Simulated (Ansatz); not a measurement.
**Convergence of a linear-scaling basis for twisted h-SiC/h-AlN monolayer on bilayer, 46.83° (114 atoms)**

Wanted: errors and times of a linear-scaling basis for twisted h-SiC/h-AlN monolayer on bilayer, 46.83° (114 atoms). A setting counts as converged where the r.m.s. difference of forces stays under 1 % of the r.m.s. force.

Program: Ansatz 0.2.0. Level of theory: Kohn-Sham DFT, PBE+D4, PAW (set soft_2), plane waves. Results are calculated unless marked as measured.

**1. Set-up**

The cell holds 114 atoms: 38 Si, 38 C, 19 Al and 19 N. Its edges and angles: a = 13.578 Å, b = 13.578 Å, c = 18.580 Å, α = 90.0°, β = 90.0°, γ = 120.0°. It derives from SiC and AlN. h-SiC (a = 3.1 Å) under h-AlN (a = 3.13 Å), monolayer on bilayer, commensurate cell of 19 unit cells a layer, twist 46.83 deg, both strained to the mean lattice constant; facing planes 3.19, 3.39 Å apart; 12 Å of vacuum; layers as built, displaced by a Gaussian of 0.01 Å. Regions: layer 1, 38 atoms (19 Si and 19 C); layer 2, 38 atoms (19 Si and 19 C); layer 3, 38 atoms (19 Al and 19 N). Vacuum lies along c.

What the set-up can't give: Beside vacuum, support functions can miss their usual error bounds without a warning.

**2. Plane-wave single point**

This run is the reference for what follows, at a cutoff of 420 eV.

Contents of input.yaml:

```yaml
crystal:
  lattice:
    - [13.578, 0.0, 0.0]
    - [-6.789, 11.75889, 0.0]
    - [0.0, 0.0, 18.58]
  atoms:
    - { symbol: Si, position: [0.17627, 0.77215, 0.32384] }
    - { symbol: C, position: [0.1922, 0.64884, 0.32337] }
    - { symbol: Si, position: [0.28126, 0.03567, 0.32338] }
    - { symbol: C, position: [0.29895, 0.91187, 0.32316] }
    - { symbol: Si, position: [0.12298, 0.14044, 0.32304] }
    - { symbol: C, position: [0.14028, 0.01714, 0.32249] }
    - { symbol: Si, position: [0.22764, 0.4031, 0.32355] }
    - { symbol: C, position: [0.24421, 0.28159, 0.32172] }
    - { symbol: Si, position: [0.33462, 0.66778, 0.3224] }
    - { symbol: C, position: [0.35167, 0.54485, 0.3227] }
    - { symbol: Si, position: [0.43996, 0.93049, 0.3229] }
    - { symbol: C, position: [0.4553, 0.80679, 0.32347] }
    - { symbol: Si, position: [0.38645, 0.29806, 0.32223] }
    - { symbol: C, position: [0.40558, 0.17666, 0.32327] }
    - { symbol: Si, position: [0.49162, 0.56002, 0.32385] }
    - { symbol: C, position: [0.50829, 0.43832, 0.3234] }
    - { symbol: Si, position: [0.59615, 0.82448, 0.32184] }
    - { symbol: C, position: [0.61397, 0.70218, 0.32336] }
    - { symbol: Si, position: [0.70217, 0.08843, 0.32214] }
    - { symbol: C, position: [0.71962, 0.96524, 0.32204] }
    - { symbol: Si, position: [0.5435, 0.19388, 0.32217] }
    - { symbol: C, position: [0.56136, 0.07014, 0.32387] }
    - { symbol: Si, position: [0.64857, 0.45462, 0.32302] }
    - { symbol: C, position: [0.66586, 0.33329, 0.32353] }
    - { symbol: Si, position: [0.75393, 0.71864, 0.32266] }
    - { symbol: C, position: [0.77116, 0.59606, 0.3224] }
    - { symbol: Si, position: [0.86077, 0.98318, 0.32354] }
    - { symbol: C, position: [0.87775, 0.86001, 0.32245] }
    - { symbol: Si, position: [0.8066, 0.35013, 0.3222] }
    - { symbol: C, position: [0.82345, 0.22833, 0.32322] }
    - { symbol: Si, position: [0.91204, 0.61486, 0.32271] }
    - { symbol: C, position: [0.92988, 0.49114, 0.32374] }
    - { symbol: Si, position: [0.01636, 0.87586, 0.32215] }
    - { symbol: C, position: [0.0339, 0.75435, 0.32365] }
    - { symbol: Si, position: [0.96621, 0.24666, 0.32252] }
    - { symbol: C, position: [0.98199, 0.12251, 0.32176] }
    - { symbol: Si, position: [0.07028, 0.50889, 0.32299] }
    - { symbol: C, position: [0.08825, 0.38729, 0.3229] }
    - { symbol: Si, position: [0.2975, 0.91173, 0.49549] }
    - { symbol: C, position: [0.31614, 0.78917, 0.49423] }
    - { symbol: Si, position: [0.4031, 0.17589, 0.49454] }
    - { symbol: C, position: [0.42108, 0.05384, 0.49484] }
    - { symbol: Si, position: [0.24503, 0.27987, 0.49533] }
    - { symbol: C, position: [0.26266, 0.156, 0.49467] }
    - { symbol: Si, position: [0.35014, 0.54329, 0.4951] }
    - { symbol: C, position: [0.36775, 0.42164, 0.49428] }
    - { symbol: Si, position: [0.45671, 0.80803, 0.49428] }
    - { symbol: C, position: [0.47329, 0.68271, 0.49428] }
    - { symbol: Si, position: [0.56116, 0.06983, 0.49439] }
    - { symbol: C, position: [0.57825, 0.94717, 0.49442] }
    - { symbol: Si, position: [0.50658, 0.43749, 0.49423] }
    - { symbol: C, position: [0.52688, 0.31477, 0.4935] }
    - { symbol: Si, position: [0.61353, 0.70209, 0.4944] }
    - { symbol: C, position: [0.63158, 0.57947, 0.49614] }
    - { symbol: Si, position: [0.72, 0.96564, 0.4948] }
    - { symbol: C, position: [0.73682, 0.84297, 0.49459] }
    - { symbol: Si, position: [0.82455, 0.22732, 0.49402] }
    - { symbol: C, position: [0.84234, 0.10637, 0.49509] }
    - { symbol: Si, position: [0.66622, 0.33376, 0.49423] }
    - { symbol: C, position: [0.68374, 0.20972, 0.49371] }
    - { symbol: Si, position: [0.77123, 0.59629, 0.49422] }
    - { symbol: C, position: [0.78958, 0.47326, 0.49399] }
    - { symbol: Si, position: [0.87649, 0.8589, 0.49557] }
    - { symbol: C, position: [0.89373, 0.73581, 0.4944] }
    - { symbol: Si, position: [0.98184, 0.12315, 0.49434] }
    - { symbol: C, position: [0.00079, 0.0009, 0.49436] }
    - { symbol: Si, position: [0.92812, 0.48998, 0.49502] }
    - { symbol: C, position: [0.94653, 0.36915, 0.49545] }
    - { symbol: Si, position: [0.03543, 0.75384, 0.49451] }
    - { symbol: C, position: [0.05352, 0.63229, 0.49374] }
    - { symbol: Si, position: [0.14234, 0.01811, 0.4949] }
    - { symbol: C, position: [0.1574, 0.89285, 0.49512] }
    - { symbol: Si, position: [0.08714, 0.38617, 0.49381] }
    - { symbol: C, position: [0.10424, 0.26165, 0.49464] }
    - { symbol: Si, position: [0.19203, 0.64844, 0.49535] }
    - { symbol: C, position: [0.20982, 0.52551, 0.4943] }
    - { symbol: Al, position: [0.75563, 0.03379, 0.67646] }
    - { symbol: "N", position: [0.77276, 0.17541, 0.6773] }
    [... 30 atom lines left out ...]
    - { symbol: Al, position: [0.07062, 0.5626, 0.67719] }
    - { symbol: "N", position: [0.08738, 0.7023, 0.67701] }
    - { symbol: Al, position: [0.91183, 0.29733, 0.67768] }
    - { symbol: "N", position: [0.92881, 0.43775, 0.67627] }
    - { symbol: Al, position: [0.96478, 0.7187, 0.67717] }
    - { symbol: "N", position: [0.98306, 0.85978, 0.67701] }
kpoints:
  mp_grid: { grid: [3, 3, 1] }
hamiltonian:
  xc: pbe
  dispersion: d4
scf:
  occupations: { method: fixed }
output:
  forces: true
  populations: true
  dos:
    method: { smearing: { sigma: 0.08 } }
    de: 0.1
    projected:
      site_lists:
        Al: [Al]
        C: [C]
        "N": ["N"]
        Si: [Si]
        layer_1: [0, 1, 2, 3, 4, 5, 6, 7, 8, 9, 10, 11, 12, 13, 14, 15, 16, 17, 18, 19, 20, 21, 22, 23, 24, 25, 26, 27, 28, 29, 30, 31, 32, 33, 34, 35, 36, 37]
        layer_2: [38, 39, 40, 41, 42, 43, 44, 45, 46, 47, 48, 49, 50, 51, 52, 53, 54, 55, 56, 57, 58, 59, 60, 61, 62, 63, 64, 65, 66, 67, 68, 69, 70, 71, 72, 73, 74, 75]
        layer_3: [76, 77, 78, 79, 80, 81, 82, 83, 84, 85, 86, 87, 88, 89, 90, 91, 92, 93, 94, 95, 96, 97, 98, 99, 100, 101, 102, 103, 104, 105, 106, 107, 108, 109, 110, 111, 112, 113]
  eigenvalues: true
  write_density: true
  write_potential: true
  volumetric_format: npy
  elf: true
```

On the command line:

```console
$ ansatz run input.yaml --threads 4 --pin off --max-ram 8192MiB --backend cpu --events-out ev --progress --plain --runs-dir out
```

Numbers of over 12 decimals in the logs are rounded to 6 here.

Log:

```text
Engine: ansatz 0.2.0, aarch64-unknown-linux-gnu
Pseudopotentials: kind: paw
Pseudopotential: Si, paw, valence charge 4, recommended cutoff 420 eV (normal), Si.paw.azcp
Pseudopotential: C, paw, valence charge 4, recommended cutoff 420 eV (normal), C.paw.azcp
Pseudopotential: Al, paw, valence charge 3, recommended cutoff 420 eV (normal), Al.paw.azcp
Pseudopotential: N, paw, valence charge 5, recommended cutoff 420 eV (normal), N.paw.azcp
[... 5 lines on functional and potentials left out ...]
Crystal: 114 atoms, lattice volume = 2966.524 Å³
Basis set: ecut = 420 eV, 57987 PW (Γ), exchange–correlation on 192×192×250 points (8 copies of the dense FFT grid, shifted against one another)
Bands: 342, of which v1, the nominal top of the filled ones, is band 228 counted from 1 (227 counted from 0)
Symmetry: 1 space group operations
Space group: P1 (ITA 1), of the structure as read, at distance tolerance 1.4e-4 Å
k-points: 5 of 9 (time reversal used)
[... 9 lines on functional and potentials left out ...]
Initial density: superposition of atomic densities (neutral atoms: chi_scale 0, normalization atom), corrected by the library's trained network
Initial wavefunctions: pseudopotential atomic-orbital guess
Functional: x = pbe(κ = 0.804, μ = 0.219515), c = pbe(β = 0.066725)
SCF iter   1: F=—  HF=-51241.163282 eV  |F-HF|=—  |Δ(HF+E_count)|=         —  Δρ=2.42e-3  dr2=3.23e-1  ethr=1.77e-3  ⟨swp⟩=5.2  Hψ=7277  notcnv=0  defer=543
preconditioner: auto → Resta (q_TF=auto, 1.997 Å⁻¹)  ε∞=2.9  [insulator: Δε(μ)=1.999 eV  Ē_g=10.460 eV  n_scr=412 (ndim 8)  ℏωp=14.6 eV  f_vac=0.427  ε∞_Penn≈2.9  vacuum switching on, ρ_ref=7.9e-3 e/Å³]
SCF iter   2: F=—  HF=-51241.138500 eV  |F-HF|=—  |Δ(HF+E_count)|=   2.48e-2  Δρ=1.24e-3  dr2=7.01e-2  ethr=7.09e-5  ⟨swp⟩=2.4  Hψ=3016  notcnv=0  defer=559
SCF iter   3: F=—  HF=-51241.143496 eV  |F-HF|=—  |Δ(HF+E_count)|=   5.00e-3  Δρ=5.16e-4  dr2=1.23e-2  ethr=1.54e-5  ⟨swp⟩=3.0  Hψ=2077  notcnv=0  defer=560
SCF iter   4: F=—  HF=-51241.144499 eV  |F-HF|=—  |Δ(HF+E_count)|=   1.00e-3  Δρ=1.62e-4  dr2=8.66e-4  ethr=2.69e-6  ⟨swp⟩=2.0  Hψ=2313  notcnv=0  defer=560
SCF iter   5: F=—  HF=-51241.144670 eV  |F-HF|=—  |Δ(HF+E_count)|=   1.71e-4  Δρ=7.62e-5  dr2=2.19e-4  ethr=1.90e-7  ⟨swp⟩=2.0  Hψ=2312  notcnv=0  defer=559
SCF iter   6: F=—  HF=-51241.144696 eV  |F-HF|=—  |Δ(HF+E_count)|=   2.63e-5  Δρ=1.92e-5  dr2=1.37e-5  ethr=4.79e-8  ⟨swp⟩=2.0  Hψ=2283  notcnv=0  defer=537
SCF iter   7: F=—  HF=-51241.143721 eV  |F-HF|=—  |Δ(HF+E_count)|=   9.76e-4  Δρ=7.34e-6  dr2=1.79e-6  ethr=3.00e-9  ⟨swp⟩=2.0  Hψ=2850  notcnv=0  defer=536
SCF iter   8: F=—  HF=-51241.143721 eV  |F-HF|=—  |Δ(HF+E_count)|=   5.38e-7  Δρ=2.94e-6  dr2=2.52e-7  ethr=3.93e-10  ⟨swp⟩=2.0  Hψ=2310  notcnv=0  defer=536
SCF iter   9: F=-51241.143721 eV  HF=-51241.143721 eV  |F-HF|=8.60e-9  |Δ(HF+E_count)|=   9.81e-8  Δρ=8.99e-7  dr2=3.70e-8  ethr=2.19e-11  ⟨swp⟩=32.6  Hψ=21460  notcnv=0
WARN: dispersion: an atom stands within reach of a switch of its C6 between two reference coordination numbers of its element: through that C6 alone, e_disp changes by 0.025 eV or more while the distances to its neighbours run over a stretch of 0.05 Å that contains this geometry (sites counted from 0 in the run's list of atoms or, [...]
SCF 1 converged in 9 iterations: F = -51241.143721 eV  dr2 = 3.70e-8
  greatest PAW one-centre occupation: 0.793 electrons in one spin orbital (limit 2), on the N atom at site 105 (counted from 0), in its partial waves of l = 0
WARN: The output density's exchange-correlation potential varies sharply where the density is thin. Do not read a vacuum level from v_tot or v_xc, or from such a field of the output density. On a cell that repeats whose density bears no net charge and no dipole along the vacuum's axis use v_es (v_loc + v_h of the components); [...]
SCF converged after 9 iterations
the last check of whether an eigenvalue changes by more than its tolerance under the output density was not made (no_room)
Free energy (F): -51241.143721 eV
Harris-Foulkes:  -51241.143721 eV  (|F-HF|=8.60e-9)
Internal energy: -51241.143721 eV  (E = F + TS)
E sigma→0 (E₀):  -51241.143721 eV
Fermi energy:    0.663277 eV
--- Per-component energies (eV) ---
  E_band       = -2247.270440
  E_kinetic    = 7955.296068
  E_local      = -100058.235749  (includes V_loc(G=0)·N_el)
  E_nonlocal   = 3058.402340
  E_hartree    = 46821.275764
  E_xc         = -5837.127328
  E_vxc        = -6058.089990  (∫ρ·V_xc dr)
  E_paw        = -34563.895026  (= ΣΔE_a)
  E_vpaw       = -787.190932  (= ΣTr[D̂ρ^β])
  E_aug_tail   = 0.002330  (compensation charges beyond the density's cutoff)
  E_ewald      = 31410.179404
  E_disp       = -27.041523  (pairwise vdW)
  E_smearing   = -0.000000  (= −TS)
  E_closure    = -0.000000  (closes the sum)
  Σ components = -51241.143721   (vs F -51241.143721, Δ=0.00e0)
--- Forces (eV/Å), atoms counted from 1 ---
  atom   1  Si    -0.50740850    -0.08902426     0.07155179
  atom   2  C      0.48889846     0.13188280    -0.12741768
  atom   3  Si     0.13259609    -0.26361801     0.06220249
  atom   4  C     -0.15638956     0.37615064    -0.07898223
  atom   5  Si    -0.08698394    -0.16264537     0.00645307
  atom   6  C      0.00660902     0.03578847    -0.04597263
  atom   7  Si    -0.00266292     0.86020388    -0.00697945
  atom   8  C      0.97522641    -0.42506099     0.00155149
  atom   9  Si    -0.55463046    -0.58645158     0.17627487
  atom  10  C      0.07370072    -0.39430524    -0.04511657
  atom  11  Si    -0.38421931    -0.15326281     0.14724334
  atom  12  C      0.44362618     0.37232748    -0.17873930
  atom  13  Si    -0.72120202     0.03253529     0.13617297
  atom  14  C     -0.82183648    -0.38212625    -0.15339410
[...]
atom 113  Al    -0.32459823     0.05453885    -0.12197896
  atom 114  N     -0.46238469    -0.20120061     0.11265713
  max |Σ_I F_I| component: 1.63e-4 eV/Å
--- Band table (eV; the first three rows and the last of 5) ---
  k-point 0: bands = ["-13.5441", "-13.3852", "-12.9030", "-12.8968", [... 326 levels ...], "6.9648", "6.9716", "6.9798", "6.9846", "6.9966", "7.0626", "7.0775", "7.0825", "7.0981", "7.1050", "7.1283", "7.2559"]
[...]
--- Löwdin populations: 114 sites ---
  site symbol       q [e]
     0     Si      2.8913
     1      C      4.9867
     2     Si      2.8980
[...]
113      N      6.0797
  spilling = 0.011209 (of n_electrons = 456.000000)
```

The job ended after 13 min (4 threads of Arm Neoverse V1, shared host; peak memory 7 GiB).

The program notes that the dispersion model switches parameters near this geometry, it cut back its work space to fit the memory limit and the exchange-correlation potential is rough where the density is thin.

Read from the output:

- free energy: -51241.1437 eV
- free energy per atom: -449.4837 eV/atom
- SCF cycles: 9
- r.m.s. force component: 0.3355 eV/Å
- longest force: 1.255 eV/Å
- Fermi energy: 0.6633 eV
- gap (highest filled to lowest empty level): 1.857 eV
- spilling of the projection: 0.01121

The r.m.s. force component of 0.34 eV/Å sets the scale for the differences below.

**3. Support functions medium**

With localised support functions most steps grow linearly with size, though the diagonalisation grows faster unless the density matrix is cut; this run measures error and cost at this size. The level medium gives here a grid of 72×72×90 points and a radius of 3.88 Å.

This step: Kohn-Sham DFT, PBE+D4, PAW (set soft_2), localised support functions (medium) (Ansatz 0.2.0).

input.yaml, the sections that differ from step 2:

```yaml
scf:
  occupations: { method: fixed }
  eigensolver: { kind: { support_functions: { accuracy: medium } } }
  mixing: { beta: 0.4 }
  max_iter: 150
output:
  forces: true
  eigenvalues: true
# crystal, kpoints, hamiltonian: as in step 2
```

Log:

```text
Warning: scf.eigensolver.kind.support_functions: disabling space-group detection — the functions' gradient is summed over unrotated k-points, so no spatial operation reduces the k-mesh or symmetrises the density; time reversal is kept, so that k and −k are solved as one point where they differ and the mesh holds both, and exact exchange and, on two spinor components, a DFT+U term hold to it where the run has them: [...]
settings of this run that can trade accuracy for cost: scf.eigensolver.kind.support_functions [...]
[...]
Crystal: 114 atoms, lattice volume = 2966.524 Å³
Basis set: ecut = 420 eV, 57987 PW (Γ), exchange–correlation on 192×192×250 points (8 copies of the dense FFT grid, shifted against one another)
Bands: 274, of which v1, the nominal top of the filled ones, is band 228 counted from 1 (227 counted from 0)
Symmetry: 1 space group operations
k-points: 5 of 9 (time reversal used)
[...]
Eigensolver: Support functions (medium, 72×72×90 points, laid for a spacing of at most 0.212739 Å, radius 3.880575 Å, 72 sites without an atom, 3 species' potentials softened for the grid, 4 wholly corrected for its errors in the mean over positions, 4 with the egg-box correction, energy correction by stochastic trace)
[...]
SCF iter   1: F=—  HF=-51342.700255 eV  |F-HF|=—  |Δ(HF+E_count)|=         —  Δρ=1.13e-1  dr2=5.13e2  ethr=1.00e-1
[...]
SCF iter  13: F=—  HF=-51241.379436 eV  |F-HF|=—  |Δ(HF+E_count)|=   9.63e-4  Δρ=1.25e-5  dr2=5.47e-6  ethr=9.71e-9  κ⁻¹=2.5e-6(r=7)
SCF iter  14: F=-51241.380226 eV  HF=-51241.380227 eV  |F-HF|=3.87e-7  |Δ(HF+E_count)|=   7.91e-4  Δρ=5.36e-6  dr2=1.57e-6  ethr=1.20e-9
[...]
SCF 1 converged in 14 iterations: F = -51241.392493 eV  dr2 = 1.57e-6
[...]
SCF converged after 14 iterations
Stability not checked: this state was not tested for a lower state beside it, because the mixer in use, unlike msr1, does not test its closes by its own steps (another_mixer; see scf.mixing.algorithm and scf.lower_state_search)
Free energy (F): -51241.392493 eV
[...]
Internal energy: -51241.392493 eV  (E = F + TS)
E sigma→0 (E₀):  -51241.392493 eV
Fermi energy:    0.663566 eV
[...]
Σ components = -51241.392493   (vs F -51241.392493, Δ=0.00e0)
--- Forces (eV/Å), atoms counted from 1 ---
  atom   1  Si    -0.50723554    -0.08879653     0.07149862
  atom   2  C      0.48876494     0.13190965    -0.12719878
  atom   3  Si     0.13265522    -0.26351258     0.06220475
  atom   4  C     -0.15651598     0.37600946    -0.07879632
[...]
atom 114  N     -0.46264143    -0.20125170     0.11293960
  max |Σ_I F_I| component: 3.57e-3 eV/Å
--- Band table (eV; the first three rows and the last of 5) ---
[...]
```

Elapsed: 6 min, on 4 threads; peak memory 5.6 GiB; 24 min of CPU time.

The program notes that the band table was not solved further than the SCF left it and it switched symmetry off.

Keys that differ from the reference: support_functions.accuracy = "medium", scf.max_iter = 150 and scf.mixing.beta = 0.4.

Forces differ from the reference by 0.22 meV/Å r.m.s., 0.065 % of their size, well within a tolerance of 1 %; the energy by -2.2 meV/atom. The two runs also began from different starting densities, which bears on cycles and time.

**4. Support functions low**

The level low is asked for. Here it resolves to the same grid and radius as in the run with support functions medium, so the basis is not new.

This step: Kohn-Sham DFT, PBE+D4, PAW (set soft_2), localised support functions (low) (Ansatz 0.2.0).

input.yaml, the sections that differ from step 3:

```yaml
scf:
  occupations: { method: fixed }
  eigensolver: { kind: { support_functions: { accuracy: low } } }
  mixing: { beta: 0.4 }
  max_iter: 150
# crystal, kpoints, hamiltonian, output: as in step 3
```

Log:

```text
[...]
Crystal: 114 atoms, lattice volume = 2966.524 Å³
Basis set: ecut = 420 eV, 57987 PW (Γ), exchange–correlation on 192×192×250 points (8 copies of the dense FFT grid, shifted against one another)
Bands: 274, of which v1, the nominal top of the filled ones, is band 228 counted from 1 (227 counted from 0)
Symmetry: 1 space group operations
k-points: 5 of 9 (time reversal used)
[...]
Eigensolver: Support functions (low, 72×72×90 points, laid for a spacing of at most 0.212739 Å, radius 3.880575 Å, 72 sites without an atom, 3 species' potentials softened for the grid, 4 wholly corrected for its errors in the mean over positions, 4 with the egg-box correction, energy correction by stochastic trace)
[...]
SCF iter   1: F=—  HF=-51342.699758 eV  |F-HF|=—  |Δ(HF+E_count)|=         —  Δρ=1.13e-1  dr2=5.13e2  ethr=1.00e-1
[...]
SCF iter  12: F=—  HF=-51241.377673 eV  |F-HF|=—  |Δ(HF+E_count)|=   1.30e-3  Δρ=3.04e-5  dr2=4.57e-5  ethr=3.88e-8  κ⁻¹=9.5e-6(r=7)
SCF iter  13: F=-51241.378689 eV  HF=-51241.378688 eV  |F-HF|=1.39e-6  |Δ(HF+E_count)|=   1.01e-3  Δρ=1.27e-5  dr2=5.60e-6  ethr=1.00e-8
[...]
SCF 1 converged in 13 iterations: F = -51241.392506 eV  dr2 = 5.60e-6
[...]
SCF converged after 13 iterations
[...]
Free energy (F): -51241.392506 eV
[...]
Internal energy: -51241.392506 eV  (E = F + TS)
E sigma→0 (E₀):  -51241.392506 eV
Fermi energy:    0.663548 eV
[...]
Σ components = -51241.392506   (vs F -51241.392506, Δ=0.00e0)
--- Forces (eV/Å), atoms counted from 1 ---
  atom   1  Si    -0.50717802    -0.08880319     0.07144772
  atom   2  C      0.48868173     0.13196228    -0.12703801
  atom   3  Si     0.13260522    -0.26350096     0.06215849
  atom   4  C     -0.15647861     0.37605227    -0.07862047
[...]
atom 114  N     -0.46266241    -0.20119340     0.11303143
  max |Σ_I F_I| component: 6.63e-3 eV/Å
--- Band table (eV; the first three rows and the last of 5) ---
[...]
```

Elapsed: 5.3 min, on 4 threads; peak memory 5.4 GiB.

Keys that differ from the reference: support_functions.accuracy = "low", scf.max_iter = 150 and scf.mixing.beta = 0.4.

Forces differ from the reference by 0.27 meV/Å r.m.s., 0.081 % of their size, well within a tolerance of 1 %; the energy by -2.2 meV/atom. The two runs also began from different starting densities, which bears on cycles and time.

[end of part 1 of 4]

[Logs are printed without paths, hosts, clocks, repeated set-up lines and the standing remarks that a program may print on its own settings, such as how far it seeks lower states.]

[Hosts, paths, dates, database ids (printed as entryN), source tags and the programs' standing remarks are cut or masked in the printed files.]
